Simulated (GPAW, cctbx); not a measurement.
## What do these deviations say about the bonding?

Cu3SbCl6, Fm-3m (no. 225), a = 10.0713 Å, b = 10.0713 Å, c = 10.0713 Å, α = 90.00°, β = 90.00°, γ = 90.00°.

| atom | mult. | x | y | z |
| --- | --- | --- | --- | --- |
| Sb1 | 4 | 0 | 0 | 0 |
| Cu1 | 4 | 1/2 | 0 | 0 |
| Cu2 | 8 | 1/4 | 3/4 | 3/4 |
| Cl1 | 24 | 0 | 0 | 0.7407 |

The cell comes from substitution in a known structure type and wasn't matched to any measured phase.

Absolute values of the static structure factors of the conventional cell from DFT (PBE, GPAW) against free spherical atoms, in electrons:

```
hkl  d (Å)  free atoms  crystal
111  5.815       60.41    59.90
020  5.036      203.78   205.07
022  3.561      376.41   373.02
131  3.037       79.75    79.96
222  2.907      234.06   236.49
040  2.518      732.12   733.38
133  2.311       95.77    95.99
042  2.252      157.57   157.56
242  2.056      327.50   328.06
333  1.938      109.63   109.66
```

**Question.** Which way does charge move, and which reflections show it best?

Project each element's phase sum on the total phase. |F| rises if density moves to atoms that scatter in phase and falls if it moves to atoms that scatter against it; the rule is for low angles, since changes of shape take over beyond. Where all elements are in phase the terms compete, and the compactness of the donor's and the acceptor's density matters too.

| hkl | Sb in phase | Cu in phase | Cl in phase | change (e) | (%) |
| --- | --- | --- | --- | --- | --- |
| 111 | +4.0 | -4.0 | -1.4 | -0.50 | -0.8 |
| 020 | +4.0 | -4.0 | +8.1 | +1.29 | +0.6 |
| 022 | +4.0 | +12.0 | -7.9 | -3.38 | -0.9 |
| 131 | +4.0 | -4.0 | +0.5 | +0.21 | +0.3 |
| 222 | -4.0 | +4.0 | +23.8 | +2.43 | +1.0 |
| 040 | +4.0 | +12.0 | +23.8 | +1.27 | +0.2 |
| 133 | +4.0 | -4.0 | +2.3 | +0.22 | +0.2 |
| 042 | +4.0 | -4.0 | +7.8 | -0.01 | 0.0 |

Low-angle reflections that set elements apart and change by more than 0.05 e: 111, 020, 022, 131, 222 and 133 (042 hardly moves and tells little). The signs fit a gain of density on Cl and a loss on Sb and Cu, apart from 131. The best witness is 222, +1.0 %, where Cl enters with +23.8. The real-space density agrees: Voronoi charges Sb +0.44, Cu +0.34, Cl -0.24 e. The shortest bond, Cu–Cl, has Δρ = +0.03 e/Å³ at its midpoint. Limits: no Hubbard U on Cu.

[Outputs are excerpts: Python notices, other lines and further rows are left out; steps that failed or that the build refused (PBEsol, TPSS) are not shown.]

[Logs are printed without paths, hosts, clocks, repeated set-up lines and the standing remarks that a program may print on its own settings, such as how far it seeks lower states.]
